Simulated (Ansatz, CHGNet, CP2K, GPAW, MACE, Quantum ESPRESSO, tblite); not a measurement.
# Generalised stacking fault on (111) (glide set) of a Ge-Sn solid solution (48 atoms) in tblite

Wanted: tblite inputs and outputs for generalised stacking fault on (111) (glide set) of a Ge-Sn solid solution (48 atoms), checked against a plane-wave reference.

Program: tblite 0.8.0. Level of theory: the method is named at each step. Results are calculated unless marked as measured.

## 1. The starting structure

The cell holds 48 atoms: 34 Ge and 14 Sn. Its edges and angles: a = 8.334 Å, b = 7.218 Å, c = 20.867 Å, α = 90.0°, β = 79.5°, γ = 90.0°. Diamond-structure Ge lattice (a = 5.8932 Å, the value set for the mixture), cell with z along [111], 2 x 1 x 2 periods; the third cell vector is tilted by 0.917 of 1/2[1-10] and lengthened by 0.1 Å, so the cell holds one fault (glide set); displaced by a Gaussian of 0.01 Å; 14 of 48 Ge sites given to Sn at random (lattice constant by Vegard's rule between Ge and Sn). Then every atom was moved at random, 0.05 Å r.m.s. a Cartesian component. The structure's axis is c.

The yardstick, on the same geometry:

* method: Kohn-Sham DFT, PBE, SSSP efficiency 1.3.0 pseudopotentials, plane waves (Quantum ESPRESSO 7.5); sssp-pbe-1.3.0-efficiency, cutoffs 45/360 Ry, Γ point
* r.m.s. force component: 1.177 eV/Å
* longest force: 5.194 eV/Å
* pressure: 8.323 GPa
* time: 2.2 min on 4 MPI ranks of Arm Neoverse V2, shared host
* CPU time: 8.6 min

## 2. GFN1-xTB

Method: GFN1-xTB tight binding, diagonalisation.

The input, run.py:

```python
import numpy as np
from ase.io import read
from tblite.ase import TBLite

atoms = read("structure.xyz")
atoms.calc = TBLite(method="GFN1-xTB", electronic_temperature=580, accuracy=1.0, max_iterations=250, mixer_damping=0.1, verbosity=1)
energy = atoms.get_potential_energy()
forces = atoms.get_forces()
print(f"energy {energy:.6f} eV")
print("forces (eV/A)")
for i, (a, f) in enumerate(zip(atoms, forces)):
    print(f"{i:4d} {a.symbol:2s} {f[0]:10.5f} {f[1]:10.5f} {f[2]:10.5f}")
stress = -atoms.get_stress(voigt=False) * 160.21766
print("stress (GPa, compression positive)")
for row in stress:
    print(" ".join(f"{x:10.4f}" for x in row))
print("charges (e)")
print(np.array2string(atoms.get_charges(), precision=4, suppress_small=True, max_line_width=110, threshold=100000))
```

The input, structure.xyz:

```xyz
48
Lattice="8.33424 0.00000 0.00000 0.00000 7.21767 0.00000 3.81983 0.00000 20.51464" Properties=species:S:1:pos:R:3 pbc="T T T"
Ge 6.28357 3.57765 0.39327
Sn 6.28492 3.53348 2.93031
Sn 6.31692 6.05353 3.85060
Ge 6.23705 5.95443 6.42724
Sn 2.08177 3.57340 0.34670
Ge 2.15423 3.59909 2.94159
Ge 2.02997 5.89842 3.88917
Ge 1.99748 6.00041 6.37246
Ge 4.19331 0.03313 0.39265
Ge 4.25518 7.16751 2.96826
Sn 4.17661 2.45798 3.95892
Ge 4.19458 2.46418 6.39277
Sn 4.13900 4.73328 7.19715
Sn 4.15049 4.78799 9.79000
Ge 6.33364 1.13527 7.21992
Ge 6.21977 1.16941 9.76435
Ge 6.38688 3.62710 10.65243
Ge 6.37776 3.60429 13.16999
Ge 6.20642 5.96143 14.10730
Ge 6.29669 6.00900 16.53870
Ge 8.34854 0.01234 0.48230
Sn 8.39584 7.14311 2.93359
Ge 8.32431 2.35051 3.82372
Ge 8.41127 2.38659 6.38641
Ge 8.30071 4.87084 7.19182
Ge 8.32732 4.85049 9.76251
Sn 2.11768 1.19712 7.22751
Ge 2.09978 1.06677 9.79143
Ge 2.08708 3.64608 10.63007
Ge 10.41627 3.66578 13.19809
Ge 10.45140 6.00488 14.04966
Ge 10.38775 6.00279 16.51470
Ge 4.08834 0.02649 10.61325
Ge 4.10944 0.01213 13.15747
Ge 4.16108 2.44203 14.03058
Ge 4.02488 2.42276 16.54013
Ge 4.14019 4.81159 17.45529
Ge 4.12130 4.74468 20.00362
Sn 6.25073 1.18435 17.34595
Sn 6.27787 1.23206 19.94495
Sn 8.32664 0.09361 10.50678
Sn 8.38477 7.14557 13.20199
Sn 8.29622 2.29594 13.99222
Ge 8.36767 2.41438 16.53111
Sn 8.34840 4.79823 17.43293
Ge 8.33528 4.84724 20.00239
Ge 10.35546 1.21019 17.43519
Ge 10.44735 1.20614 20.00239
```

Run with:

```
$ OMP_NUM_THREADS=1 python run.py > output.txt
```

What it wrote:

```text
------------------------------------------------------------
  cycle        total energy    energy error   density error
------------------------------------------------------------
      1     -89.85722256772  -8.9966612E+01   3.2623368E-01
      2     -92.39249799613  -2.5352754E+00   2.1179876E-01
      3     -92.53390892243  -1.4141093E-01   1.6767492E-01
      4     -87.26434757434   5.2695613E+00   1.9866798E-01
      5     -92.66519093548  -5.4008434E+00   1.0958844E-01
      6     -92.65389144234   1.1299493E-02   6.2662063E-02
      7     -92.90037890252  -2.4648746E-01   3.1866902E-02
      8     -92.68438791707   2.1599099E-01   3.4370045E-02
      9     -93.01276511333  -3.2837720E-01   9.7223576E-03
     10     -93.01552650275  -2.7613894E-03   5.8605226E-03
     11     -93.01777439296  -2.2478902E-03   4.6841925E-03
     12     -93.01922497164  -1.4505787E-03   3.2449978E-03
     13     -93.01953967601  -3.1470437E-04   2.2451902E-03
     14     -93.02004977736  -5.1010135E-04   6.5594604E-04
     15     -93.02007131019  -2.1532834E-05   4.3831973E-04
     16     -93.02007678278  -5.4725826E-06   2.8233986E-04
     17     -93.02007730476  -5.2198443E-07   1.8088669E-04
     18     -93.02007789913  -5.9437269E-07   8.8980047E-05
     19     -93.02007813815  -2.3901414E-07   2.8145805E-05
     20     -93.02007812858   9.5664348E-09   2.2340799E-05
     21     -93.02007814023  -1.1650769E-08   1.5398790E-05
------------------------------------------------------------
 total:                                   2.947 sec
energy -2531.205254 eV
forces (eV/A)
   0 Ge    0.77167   -0.37016   -0.34007
   1 Sn    1.37132    0.39493   -1.66203
   2 Sn   -2.36661   -1.08914    2.30336
   3 Ge    0.54605    0.72350   -0.01349
   4 Sn    4.50664    0.60106    3.46251
   5 Ge   -1.29232    0.29156   -0.13066
   6 Ge    1.50075   -0.36264    0.81058
   7 Ge   -0.12749   -0.56142   -1.04692
   8 Ge    4.05349   -2.79528    2.92135
   9 Ge   -1.63127    0.34790   -1.24130
  10 Sn   -1.69293   -1.64670   -0.26710
  11 Ge    1.23143   -2.58357    0.82505
  12 Sn   -0.51086    1.89716   -0.85698
  13 Sn    1.18039    0.11489    1.50556
  14 Ge   -0.31950    0.24384    0.49511
  15 Ge   -1.53901    1.12024   -1.05150
  16 Ge   -0.25110   -0.54583    0.62543
  17 Ge   -2.16338    1.16727   -1.03592
  18 Ge   -0.38291   -0.34093    0.24546
  19 Ge   -1.15088   -0.83878   -1.01418
  20 Ge    1.49595   -0.88070   -1.26225
  21 Sn    2.49226    1.72829   -0.81258
  22 Ge    1.46170    0.40101    1.30080
  23 Ge   -1.39333    0.90386   -1.10728
[...]
40 Sn   -0.60099   -0.92647    0.60491
  41 Sn   -0.82284   -3.71418   -1.33212
  42 Sn    1.34234    3.36177    1.95083
  43 Ge    0.54859   -0.56140   -0.01681
  44 Sn   -0.07118   -0.14004    0.69078
  45 Ge   -1.00223    0.59123    0.29580
  46 Ge   -0.06677   -0.37941    0.53444
  47 Ge   -1.24217    0.70836   -1.10088
stress (GPa, compression positive)
   18.5546    -1.5385     1.0363
   -1.5385     6.7613    -1.3892
    1.0363    -1.3892     6.2811
charges (e)
[ 0.0334 -0.0158  0.0014  0.0342 -0.0275  0.0058 -0.0111  0.0413  0.0222 -0.0152 -0.0288  0.0645 -0.0293
 -0.0173 -0.0392  0.0193 -0.0159  0.0222 -0.0171  0.0544  0.029  -0.0355  0.0378 -0.0092 -0.0218  0.0118
 -0.0521  0.0636 -0.0256 -0.0291  0.0132  0.0108  0.0272 -0.0223 -0.0459  0.0282 -0.0786  0.038  -0.0333
  0.0116 -0.0231  0.0178 -0.0198  0.0792 -0.0558  0.0362 -0.045   0.0113]
```

It took 3.4 s on 1 thread of Arm Neoverse V2, shared host; peak memory 0.11 GiB.

Banners, paths, timers and routine set-up lines are dropped from the logs unmarked, and long logs keep their key lines alone; longer cuts are marked.

Numbers from this run, and their distance from the reference:

| Quantity | Value |
| --- | --- |
| r.m.s. force component | 1.394 eV/Å |
| r.m.s. difference of force components | 366.5 meV/Å |
| longest difference of force vectors | 1716 meV/Å |
| force difference over r.m.s. force | 31.14 % |
| slope of forces against the reference's | 1.153 |
| correlation of force components | 0.9734 |
| pressure | 10.53 GPa |
| pressure difference | 2.209 GPa |

Length of the force difference by element (eV/Å):

```
element  atoms  mean  most
     Ge     34  0.40   1.3
     Sn     14  0.79   1.7
```

A closer look about Ge37, whose charge lies farthest from its element's mean: 9 atoms, nearest first, numbered in the order of the input, with positions taken from that point.

```
atom      x      y      z  distance (Å)  bonds  Mulliken charge (e)     Fx     Fy  Fz (eV/Å)
Ge37   0.00   0.00   0.00          0.00      4                -0.08   0.06   0.07       0.49
Ge38  -0.02  -0.07   2.55          2.55      4                 0.04  -4.83   3.28      -2.71
Ge36  -0.12  -2.39  -0.92          2.56      4                 0.03   0.25   0.38      -0.58
Ge32  -2.09   1.19  -0.94          2.58      4                 0.01   1.35   0.75      -0.59
Ge20   2.16   1.20  -0.92          2.63      4                 0.05  -1.15  -0.84      -1.01
 Sn5   1.76  -1.24   3.41          4.03      4                -0.03   4.51   0.60       3.46
Ge19   2.07   1.15  -3.35          4.10      4                -0.02  -0.38  -0.34       0.25
Sn45  -4.13  -0.01  -0.02          4.13      4                -0.06  -0.07  -0.14       0.69
Ge31  -2.02   1.19  -3.41          4.14      4                 0.01   0.97  -0.75       0.79
```

Atoms are counted from 1 here, from 0 in the log.

Forces lie 31 % from the reference's, at 0.0066 times its CPU time (on 1 against 4 cores).

## 3. Results

| Item | Value |
| --- | --- |
| force difference from the reference | tblite GFN1-xTB, 31 % |
| its CPU time | 3.4 s |

In words: Tight binding differs by 31 % (tblite GFN1-xTB); it is another model, with fitted parameters of its own, and the xTB methods hold dispersion. One electronic-structure run takes under half the reference's CPU time: tblite GFN1-xTB, at 31 % in 3.4 s against 8.6 min; its pressure misses by +2.2 GPa. Periodic xTB results under one method name differ between programs and library versions. The reference's pressure holds the uncorrected Pulay stress of its 45 Ry basis, so small pressure differences, and their order, may be the reference's own error. The reference's stress is far from hydrostatic: its diagonal is 16.0, 3.0, 6.0 GPa, compression counted positive. The host structure and its lattice constant were typed by rule, without a check against the phase diagram. The reference's pressure of 8.3 GPa belongs to a cell and atoms that aren't relaxed at this level. The electronic-structure runs sample only Γ, in a cell whose shortest periodic width is 7 Å, which is coarse for a cell with partly filled levels.

[Also dropped from logs without a mark: logging warnings of Python, and SIESTA's first energy breakdown and zero terms.]

[Logs are printed without paths, hosts, clocks, repeated set-up lines and the standing remarks that a program may print on its own settings, such as how far it seeks lower states.]

[Hosts, paths, dates, database ids (printed as entryN), source tags and the programs' standing remarks are cut or masked in the printed files.]
